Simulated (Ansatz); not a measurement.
# S on W(110): change of the work function

How does S on the hollow site change the work function of W(110) as the layer fills?

Calculated with Ansatz 0.2.0; plane-wave DFT, PBE, Ansatz PAW.

## 1. The starting structure

The cell holds 4 atoms: 4 W. Its edges and angles: a = 2.737 Å, b = 2.737 Å, c = 24.703 Å, α = 90.0°, β = 90.0°, γ = 70.5°. Vacuum lies along c.

## 2. The clean slab

The bare slab comes first, as the zero from which every change is counted. The two lowest layers are held at bulk places and the upper ones relax. The dipole correction removes the false field that a one-sided slab makes across the periodic vacuum, so each face gets a flat vacuum level of its own.

Input file input.yaml:

```yaml
crystal:
  lattice:
    - [2.2344574285, -1.58, 0.0]
    - [2.2344574285, 1.58, 0.0]
    - [0.0, 0.0, 24.7033722856]
  atoms:
    - { symbol: W, position: [0.0, 0.0, 0.3643227287] }
    - { symbol: W, position: [0.5, 0.5, 0.4547742429] }
    - { symbol: W, position: [0.0, 0.0, 0.5452257571] }
    - { symbol: W, position: [0.5, 0.5, 0.6356772713] }
kpoints:
  mp_grid: { grid: [12, 12, 1] }
hamiltonian:
  xc: pbe
scf:
  occupations: { method: fermi_dirac, width: 0.1 }
  convergence: { dr2_threshold: 1.0e-08 }
efield:
  axis: 3
  dipole_correction: true
  ramp_position: 0.97
  ramp_width: 0.06
relax:
  f_tol: 0.02
  max_steps: 60
  constraints: [{ sites: [0, 1] }]
output:
  write_potential: true
  write_density: true
  volumetric_format: npy
```

On the command line:

```console
> ansatz run input.yaml --threads 4 --pin off --max-ram 6144MiB --backend cpu --events-out ev --progress --plain --runs-dir out
```

Numbers of over 12 decimals in the logs are rounded to 6 here.

The program printed:

```text
Engine: ansatz 0.2.0, x86_64-unknown-linux-gnu
Pseudopotentials: kind: paw
Pseudopotential: W, paw, valence charge 14, recommended cutoff 420 eV (normal), W.paw.azcp
Functional definition: PBE
  parameter kappa = 0.804
  parameter beta = 0.066725
  exchange = pbe_x(kappa = kappa, mu = beta*pi^2/3)
  correlation = pbe_c(beta = beta)
Crystal: 4 atoms, lattice volume = 174.428 Å³
Basis set: ecut = 420 eV, 3461 PW (Γ), exchange–correlation on 40×40×360 points (8 copies of the dense FFT grid, shifted against one another)
Bands: 34, of which v1, the nominal top of the filled ones, is band 28 counted from 1 (27 counted from 0)
Symmetry: 4 space group operations
k-points: 43 of 144
Non-local potential: W, projectors of the file, l = 0: 3, l = 1: 2, l = 2: 2, l = 3: 1
PAW form: soft (Blöchl's): semilocal exchange-correlation on the pseudo side does not see the compensation charge
PAW one-centre angular grid: W, 590 points (default); XC on 64 Gauss nodes
Initial density: superposition of atomic densities (neutral atoms: chi_scale 0, normalization atom), corrected by the library's trained network
Initial wavefunctions: pseudopotential atomic-orbital guess
Functional: x = pbe(κ = 0.804, μ = 0.219515), c = pbe(β = 0.066725)
SCF iter   1: F=—  HF=-41536.547941 eV  |F-HF|=—  |Δ(HF+E_count)|=         —  Δρ=9.69e-3  dr2=1.99e0  ethr=1.77e-3  p=0.000 e·Å  D=2.38e-13 V/Å  ΔV_dip=-0.00 eV  dr2_dipole=2.75e-7  V_vac-E_F(+/−)=5.06/5.06 eV  ⟨swp⟩=7.9  Hψ=15776  notcnv=0  defer=16
efield: sawtooth ramp at fractional position 0.9700 (set: `efield.ramp_position`, or a place that a band, a saddle search or an elastic batch's reference lends), width 0.0600; the density the first Hamiltonian is built on has a dipole p = 0.000 e·Å; the dipole correction subtracts the counter field D = 2.38e-13 V/Å, which shifts the + side's vacuum level by -0.00 eV against the − side's; the planar-averaged density in the ramp window peaks in size at 1.1e-5 e/Å³
automatic band count: the SCF goes on with 40 bands, as 34 were too few: the levels above may hold too much charge
preconditioner: auto → LDOS  [metal: Δε(μ)=0.044 eV  Ē_g=6.098 eV  σ=0.100 eV  W_gap=0.11  n_scr=16 (ndim 8)  ℏωp=13.8 eV  f_vac=0.562  D(μ)=3.18/eV (n_scr^D=14)  β→1.0]
SCF iter   2: F=—  HF=-41536.463458 eV  |F-HF|=—  |Δ(HF+E_count)|=   8.45e-2  Δρ=3.80e-3  dr2=1.53e-1  ethr=1.77e-3  p=-0.000 e·Å  D=-1.41e-5 V/Å  ΔV_dip=0.00 eV  dr2_dipole=9.43e-8  V_vac-E_F(+/−)=4.91/4.91 eV  ⟨swp⟩=2.0  Hψ=2409  notcnv=0  defer=46
SCF iter   3: F=—  HF=-41536.454053 eV  |F-HF|=—  |Δ(HF+E_count)|=   9.40e-3  Δρ=7.33e-4  dr2=4.77e-3  ethr=2.73e-4  p=-0.000 e·Å  D=-5.83e-6 V/Å  ΔV_dip=0.00 eV  dr2_dipole=2.38e-8  V_vac-E_F(+/−)=4.90/4.90 eV  ⟨swp⟩=1.9  Hψ=2195  notcnv=0  defer=48
SCF iter   4: F=—  HF=-41536.453645 eV  |F-HF|=—  |Δ(HF+E_count)|=   4.08e-4  Δρ=2.26e-4  dr2=2.83e-4  ethr=8.51e-6  p=-0.000 e·Å  D=-2.80e-6 V/Å  ΔV_dip=0.00 eV  dr2_dipole=3.78e-9  V_vac-E_F(+/−)=4.90/4.90 eV  ⟨swp⟩=2.2  Hψ=2210  notcnv=0  defer=48
SCF iter   5: F=—  HF=-41536.453617 eV  |F-HF|=—  |Δ(HF+E_count)|=   2.83e-5  Δρ=8.21e-5  dr2=9.88e-6  ethr=5.05e-7  p=-0.000 e·Å  D=-1.58e-6 V/Å  ΔV_dip=0.00 eV  dr2_dipole=4.14e-10  V_vac-E_F(+/−)=4.90/4.90 eV  ⟨swp⟩=2.8  Hψ=2489  notcnv=0  defer=48
SCF iter   6: F=—  HF=-41536.453677 eV  |F-HF|=—  |Δ(HF+E_count)|=   6.00e-5  Δρ=1.85e-5  dr2=1.78e-6  ethr=1.76e-8  p=-0.000 e·Å  D=-3.86e-7 V/Å  ΔV_dip=0.00 eV  dr2_dipole=1.14e-13  V_vac-E_F(+/−)=4.90/4.90 eV  ⟨swp⟩=3.0  Hψ=2816  notcnv=0  defer=46
SCF iter   7: F=—  HF=-41536.453677 eV  |F-HF|=—  |Δ(HF+E_count)|=   1.78e-7  Δρ=5.89e-6  dr2=9.95e-8  ethr=3.18e-9  p=-0.000 e·Å  D=-1.01e-7 V/Å  ΔV_dip=0.00 eV  dr2_dipole=5.37e-13  V_vac-E_F(+/−)=4.90/4.90 eV  ⟨swp⟩=2.1  Hψ=2209  notcnv=0  defer=46
SCF iter   8: F=—  HF=-41536.453677 eV  |F-HF|=—  |Δ(HF+E_count)|=   1.72e-7  Δρ=2.08e-6  dr2=1.13e-8  ethr=1.79e-11  p=-0.000 e·Å  D=-5.36e-8 V/Å  ΔV_dip=0.00 eV  dr2_dipole=2.43e-13  V_vac-E_F(+/−)=4.90/4.90 eV  ⟨swp⟩=12.3  Hψ=12531  notcnv=0
SCF iter   9: F=-41536.453677 eV  HF=-41536.453677 eV  |F-HF|=2.94e-9  |Δ(HF+E_count)|=   2.50e-9  Δρ=6.34e-7  dr2=1.01e-9  ethr=1.79e-11  p=-0.000 e·Å  D=-1.42e-8 V/Å  ΔV_dip=0.00 eV  dr2_dipole=1.95e-17  V_vac-E_F(+/−)=4.90/4.90 eV  ⟨swp⟩=10.8  Hψ=10717  notcnv=0
SCF 1 converged in 9 iterations: F = -41536.453677 eV  dr2 = 1.01e-9
  greatest PAW one-centre occupation: 1.000 electrons in one spin orbital (limit 2), on the W atom at site 0 (counted from 0), in its partial waves of l = 0
relax step   1: F+E_penalty+E_count = -41536.45367728 eV  Δ(F+E_penalty+E_count) = +0.000e0 eV  max|allowed force component| = 6.535e-1 eV/Å  Δτ_max = 0.0000 Å  (9 SCF iters, accepted)
Bands: 40, of which v1, the nominal top of the filled ones, is band 28 counted from 1 (27 counted from 0)
Initial density: handed on by an earlier stage of this run
Initial wavefunctions: those handed on with the density
iter 1 solved again at ethr=9.58e-4 eV; its pass at ethr=3.10e-3 eV (dr2=5.36e-1 eV) is discarded
SCF iter   1: F=—  HF=-41536.451068 eV  |F-HF|=—  |Δ(HF+E_count)|=         —  Δρ=7.55e-3  dr2=5.51e-1  ethr=9.58e-4  p=-0.000 e·Å  D=-4.96e-7 V/Å  ΔV_dip=0.00 eV  dr2_dipole=8.25e-2  V_vac-E_F(+/−)=4.92/4.92 eV  ⟨swp⟩=1.6  Hψ=6453  notcnv=0  defer=49
efield: sawtooth ramp at fractional position 0.9700 (set: `efield.ramp_position`, or a place that a band, a saddle search or an elastic batch's reference lends), width 0.0600; the density the first Hamiltonian is built on has a dipole p = -0.000 e·Å; the dipole correction subtracts the counter field D = -4.96e-7 V/Å, which shifts the + side's vacuum level by +0.00 eV against the − side's; the planar-averaged density in the ramp window peaks in size at 4.2e-6 e/Å³
preconditioner: auto → LDOS  [metal: Δε(μ)=0.008 eV  Ē_g=6.108 eV  σ=0.100 eV  W_gap=0.02  n_scr=16 (ndim 8)  ℏωp=13.8 eV  f_vac=0.561  D(μ)=3.03/eV (n_scr^D=12)  β→1.0]
SCF iter   2: F=—  HF=-41536.439070 eV  |F-HF|=—  |Δ(HF+E_count)|=   1.20e-2  Δρ=5.12e-3  dr2=1.98e-1  ethr=9.58e-4  p=0.007 e·Å  D=7.37e-3 V/Å  ΔV_dip=-0.18 eV  dr2_dipole=2.51e-3  V_vac-E_F(+/−)=4.72/4.90 eV  ⟨swp⟩=2.7  Hψ=2768  notcnv=0  defer=49
SCF iter   3: F=—  HF=-41536.411548 eV  |F-HF|=—  |Δ(HF+E_count)|=   2.75e-2  Δρ=1.14e-3  dr2=8.40e-3  ethr=3.53e-4  p=0.005 e·Å  D=5.11e-3 V/Å  ΔV_dip=-0.13 eV  dr2_dipole=6.86e-5  V_vac-E_F(+/−)=4.79/4.91 eV  ⟨swp⟩=2.4  Hψ=2949  notcnv=0  defer=49
[...]
SCF iter   4: F=—  HF=-41536.466244 eV  |F-HF|=—  |Δ(HF+E_count)|=   1.02e-3  Δρ=1.79e-4  dr2=1.18e-4  ethr=9.14e-6  p=0.004 e·Å  D=3.68e-3 V/Å  ΔV_dip=-0.09 eV  dr2_dipole=5.75e-7  V_vac-E_F(+/−)=4.81/4.90 eV  ⟨swp⟩=2.5  Hψ=2483  notcnv=0  defer=49
SCF iter   5: F=—  HF=-41536.466261 eV  |F-HF|=—  |Δ(HF+E_count)|=   1.70e-5  Δρ=5.43e-5  dr2=8.97e-6  ethr=2.11e-7  p=0.003 e·Å  D=3.19e-3 V/Å  ΔV_dip=-0.08 eV  dr2_dipole=8.64e-7  V_vac-E_F(+/−)=4.82/4.90 eV  ⟨swp⟩=2.2  Hψ=2723  notcnv=0  defer=49
SCF iter   6: F=—  HF=-41536.466316 eV  |F-HF|=—  |Δ(HF+E_count)|=   5.47e-5  Δρ=1.68e-5  dr2=2.41e-6  ethr=1.60e-8  p=0.003 e·Å  D=2.93e-3 V/Å  ΔV_dip=-0.07 eV  dr2_dipole=2.52e-8  V_vac-E_F(+/−)=4.83/4.90 eV  ⟨swp⟩=2.8  Hψ=3011  notcnv=0  defer=49
SCF iter   7: F=—  HF=-41536.466316 eV  |F-HF|=—  |Δ(HF+E_count)|=   9.84e-8  Δρ=6.68e-6  dr2=1.22e-7  ethr=4.30e-9  p=0.003 e·Å  D=2.81e-3 V/Å  ΔV_dip=-0.07 eV  dr2_dipole=1.59e-9  V_vac-E_F(+/−)=4.83/4.90 eV  ⟨swp⟩=2.0  Hψ=2145  notcnv=0  defer=49
SCF iter   8: F=—  HF=-41536.466316 eV  |F-HF|=—  |Δ(HF+E_count)|=   1.35e-7  Δρ=2.67e-6  dr2=2.96e-8  ethr=2.18e-10  p=0.003 e·Å  D=2.77e-3 V/Å  ΔV_dip=-0.07 eV  dr2_dipole=7.82e-10  V_vac-E_F(+/−)=4.83/4.90 eV  ⟨swp⟩=3.0  Hψ=3077  notcnv=0  defer=49
SCF iter   9: F=-41536.466316 eV  HF=-41536.466316 eV  |F-HF|=3.67e-9  |Δ(HF+E_count)|=   1.99e-8  Δρ=7.34e-7  dr2=1.32e-9  ethr=1.79e-11  p=0.003 e·Å  D=2.76e-3 V/Å  ΔV_dip=-0.07 eV  dr2_dipole=5.70e-13  V_vac-E_F(+/−)=4.83/4.90 eV  ⟨swp⟩=11.2  Hψ=11238  notcnv=0
SCF 3 converged in 9 iterations: F = -41536.466316 eV  dr2 = 1.32e-9
relax step   3: F+E_penalty+E_count = -41536.46631625 eV  Δ(F+E_penalty+E_count) = -1.264e-2 eV  max|allowed force component| = 9.000e-2 eV/Å  Δτ_max = 0.0345 Å  (9 SCF iters, accepted)
SCF iter   1: F=—  HF=-41536.467006 eV  |F-HF|=—  |Δ(HF+E_count)|=         —  Δρ=7.95e-4  dr2=4.51e-3  ethr=1.73e-4  p=0.003 e·Å  D=2.76e-3 V/Å  ΔV_dip=-0.07 eV  dr2_dipole=5.29e-4  V_vac-E_F(+/−)=4.83/4.90 eV  ⟨swp⟩=2.1  Hψ=2956  notcnv=0  defer=49
efield: sawtooth ramp at fractional position 0.9700 (set: `efield.ramp_position`, or a place that a band, a saddle search or an elastic batch's reference lends), width 0.0600; the density the first Hamiltonian is built on has a dipole p = 0.003 e·Å; the dipole correction subtracts the counter field D = 2.76e-3 V/Å, which shifts the + side's vacuum level by -0.07 eV against the − side's; the planar-averaged density in the ramp window peaks in size at 2.5e-6 e/Å³
preconditioner: auto → LDOS  [metal: Δε(μ)=0.042 eV  Ē_g=6.069 eV  σ=0.100 eV  W_gap=0.10  n_scr=16 (ndim 8)  ℏωp=13.8 eV  f_vac=0.561  D(μ)=3.08/eV (n_scr^D=14)  β→1.0]
SCF iter   2: F=—  HF=-41536.466781 eV  |F-HF|=—  |Δ(HF+E_count)|=   2.25e-4  Δρ=3.58e-4  dr2=1.22e-3  ethr=8.05e-6  p=0.002 e·Å  D=2.05e-3 V/Å  ΔV_dip=-0.05 eV  dr2_dipole=4.65e-5  V_vac-E_F(+/−)=4.85/4.90 eV  ⟨swp⟩=2.0  Hψ=2582  notcnv=0  defer=49
SCF iter   3: F=—  HF=-41536.466695 eV  |F-HF|=—  |Δ(HF+E_count)|=   8.52e-5  Δρ=1.37e-4  dr2=1.44e-4  ethr=2.17e-6  p=0.002 e·Å  D=2.31e-3 V/Å  ΔV_dip=-0.06 eV  dr2_dipole=1.26e-5  V_vac-E_F(+/−)=4.84/4.90 eV  ⟨swp⟩=2.0  Hψ=2277  notcnv=0  defer=49
SCF iter   4: F=—  HF=-41536.466675 eV  |F-HF|=—  |Δ(HF+E_count)|=   2.02e-5  Δρ=3.26e-5  dr2=6.82e-6  ethr=2.57e-7  p=0.002 e·Å  D=2.20e-3 V/Å  ΔV_dip=-0.05 eV  dr2_dipole=8.20e-7  V_vac-E_F(+/−)=4.84/4.90 eV  ⟨swp⟩=3.4  Hψ=3095  notcnv=0  defer=49
SCF iter   5: F=—  HF=-41536.466723 eV  |F-HF|=—  |Δ(HF+E_count)|=   4.76e-5  Δρ=1.10e-5  dr2=2.53e-7  ethr=1.22e-8  p=0.002 e·Å  D=2.19e-3 V/Å  ΔV_dip=-0.05 eV  dr2_dipole=5.37e-9  V_vac-E_F(+/−)=4.84/4.90 eV  ⟨swp⟩=2.5  Hψ=2375  notcnv=0  defer=49
SCF iter   6: F=—  HF=-41536.466723 eV  |F-HF|=—  |Δ(HF+E_count)|=   2.64e-7  Δρ=4.54e-6  dr2=3.52e-8  ethr=4.52e-10  p=0.002 e·Å  D=2.20e-3 V/Å  ΔV_dip=-0.05 eV  dr2_dipole=1.71e-10  V_vac-E_F(+/−)=4.84/4.90 eV  ⟨swp⟩=2.8  Hψ=3007  notcnv=0  defer=49
SCF iter   7: F=-41536.466723 eV  HF=-41536.466723 eV  |F-HF|=5.68e-9  |Δ(HF+E_count)|=   7.87e-8  Δρ=1.73e-6  dr2=9.39e-9  ethr=1.79e-11  p=0.002 e·Å  D=2.20e-3 V/Å  ΔV_dip=-0.05 eV  dr2_dipole=1.08e-12  V_vac-E_F(+/−)=4.84/4.90 eV  ⟨swp⟩=11.5  Hψ=11405  notcnv=0
SCF 4 converged in 7 iterations: F = -41536.466723 eV  dr2 = 9.39e-9
relax step   4: F+E_penalty+E_count = -41536.46672319 eV  Δ(F+E_penalty+E_count) = -4.069e-4 eV  max|allowed force component| = 1.129e-2 eV/Å  Δτ_max = 0.0139 Å  (7 SCF iters, accepted)
NSCF: frozen V_eff on 43 k-points
the band table was solved once a step of the walk had ended and its energy, with any forces and stress, was formed, with the checks that follow a solve (9077 applications of the Hamiltonian). They found nothing against the state; the energy, forces and stress were not computed again (output.eigenvalues in the input reference)
WARN: The output density's exchange-correlation potential varies sharply where the density is thin. Do not read a vacuum level from v_tot or v_xc, or from such a field of the output density. On a cell that repeats whose density bears no net charge and no dipole along the vacuum's axis use v_es (v_loc + v_h of the components); under efield.dipole_correction with no amplitude use v_es + v_field, which holds any externa [...]
SCF converged after 7 iterations
Free energy (F): -41536.466723 eV
Harris-Foulkes:  -41536.466723 eV  (|F-HF|=5.68e-9)
Internal energy: -41536.366955 eV  (E = F + TS)
E sigma→0 (E₀):  -41536.416839 eV
Entropy (-TS):   -0.099768 eV (-24.942 meV/atom)
Fermi energy:    5.203880 eV
Dipole field:    D = 0.002197 V/Å  (p = 0.002118 e·Å, saw-weighted, corrected)
Work function:   Φ+ = 4.8447 eV   Φ− = 4.8989 eV
Levels:          The Fermi level and band energies are counted from a zero that moves with the ramp; work functions are not
--- Per-component energies (eV) ---
  E_band       = -1291.057246
  E_kinetic    = 1792.505387
  E_local      = -71121.558173  (includes V_loc(G=0)·N_el)
  E_nonlocal   = 4.576205
  E_hartree    = 34741.224917
  E_xc         = -1063.352008
  E_vxc        = -949.335306  (∫ρ·V_xc dr)
  E_paw        = -34249.938995  (= ΣΔE_a)
  E_vpaw       = -499.704009  (= ΣTr[D̂ρ^β])
  E_aug_tail   = -0.000235  (compensation charges beyond the density's cutoff)
  E_efield     = 0.000002  (sawtooth field / dipole correction)
  E_vefield    = -0.001025  (∫n·V_field dr)
  E_ewald      = 28360.175944
  E_smearing   = -0.099768  (= −TS)
  E_closure    = 0.000000  (closes the sum)
  Σ components = -41536.466723   (vs F -41536.466723, Δ=0.00e0)
--- Forces (eV/Å), atoms counted from 1 ---
  atom   1  W      0.00000000     0.00000000     0.36117693
  atom   2  W      0.00000000    -0.00000000    -0.34159744
  atom   3  W      0.00000000    -0.00000000    -0.00830038
  atom   4  W      0.00000000    -0.00000000    -0.01129443
  max |Σ_I F_I| component: 1.53e-5 eV/Å
--- Band table (eV; the first three rows and the last of 43) ---
  k-point 0: bands = [... 24 lower, 3.7540, 3.7892, 3.9762, 4.5401, 4.8127, 5.7605, 6.0199, 6.9297, ... 8 higher]
  k-point 1: bands = [... 24 lower, 3.5720, 3.7614, 4.1231, 4.4811, 4.8136, 5.3411, 6.2452, 6.7515, ... 8 higher]
  k-point 2: bands = [... 24 lower, 3.3977, 3.5331, 3.9616, 4.3822, 4.9156, 5.2947, 6.6226, 6.6532, ... 8 higher]
  k-point 42: bands = [... 24 lower, 3.7933, 5.7375, 5.8442, 6.2645, 6.3571, 6.8712, 7.2505, 8.8378, ... 8 higher]
--- Relaxed structure (4 steps of the walk, 3 accepted, 0 SCFs on fresh bases) ---
  F+E_penalty+E_count = -41536.46672319 eV   max|allowed force component| = 1.129e-2 eV/Å
  atoms:
    - { symbol: W, position: [0.0, 0.0, 0.3643227287] }
    - { symbol: W, position: [0.5, 0.5, 0.4547742429] }
    - { symbol: W, position: [-6.653929971959807e-19, 6.653929971959807e-19, 0.546759] }
    - { symbol: W, position: [0.5, 0.5, 0.635499] }
```

Elapsed: 7.4 s, on 4 threads of AMD EPYC 9R45, shared host; peak memory 0.67 GiB.

Step by step:

```csv
step,energy less that of the first step (eV),largest force component (eV/Å)
1,0.0000,0.6535
2,0.0440,1.3654
3,-0.0126,0.0900
4,-0.0130,0.0113
```

Relaxation step 2 was tried and not accepted.

The run keeps the 4 symmetry operations that it works with, so distortions that break them were not tested.

The atoms that moved most (Å):

```csv
atom,dx,dy,dz,length
W3,0.000,0.000,0.038,0.038
```

The relaxed structure:

```xyz
4
Lattice="2.2345 -1.5800 0.0000 2.2345 1.5800 0.0000 0.0000 0.0000 24.7034" Properties=species:S:1:pos:R:3
W     0.0000    0.0000    9.0000
W     2.2345    0.0000   11.2345
W     0.0000    0.0000   13.5068
W     2.2345    0.0000   15.6990
```

Numbers from this step:

```yaml
energy_at_zero_smearing: -41536.4168 eV
work_function_upper_face: 4.845 eV
work_function_lower_face: 4.899 eV
dipole_along_the_normal: 0.002118 e·Å
step_between_the_vacuum_levels: -0.05428 eV
```

Running mean over 2.234 Å of the planar mean; the ramp of the sawtooth is left out. Table of electron's electrostatic potential energy less the Fermi level by z:

```csv
z (Å),electron's electrostatic potential energy less the Fermi level (eV)
3.5,4.90
4.0,4.90
4.5,4.90
5.0,4.89
5.5,4.86
6.0,4.75
6.5,4.41
7.0,3.30
7.5,-0.135
8.0,-5.75
8.5,-10.5
9.0,-12.2
9.5,-12.5
10.0,-12.6
10.5,-12.7
11.0,-12.7
11.5,-12.7
12.0,-12.5
12.5,-12.4
13.0,-12.6
13.5,-12.8
14.0,-13.0
14.5,-13.1
15.0,-12.9
15.5,-12.5
16.0,-11.5
16.5,-7.95
17.0,-2.27
17.5,2.24
18.0,4.06
18.5,4.61
19.0,4.78
19.5,4.82
20.0,4.84
20.5,4.84
21.0,4.84
21.5,4.84
```

The relaxation took 4 steps and lowered the energy by 0.013 eV; the largest force on the free atoms ends at 0.011 eV/Å.

The work function of the upper face is 4.84 eV.

[end of part 1 of 3]

[Logs are printed without paths, hosts, clocks, repeated set-up lines and the standing remarks that a program may print on its own settings, such as how far it seeks lower states.]

[Hosts, paths, dates, database ids (printed as entryN), source tags and the programs' standing remarks are cut or masked in the printed files.]

[Maps of the electrostatic potential energy from Ansatz leave out the sawtooth potential of an applied field or a dipole correction, so their vacuum need not be flat; planar profiles and work functions include it.]
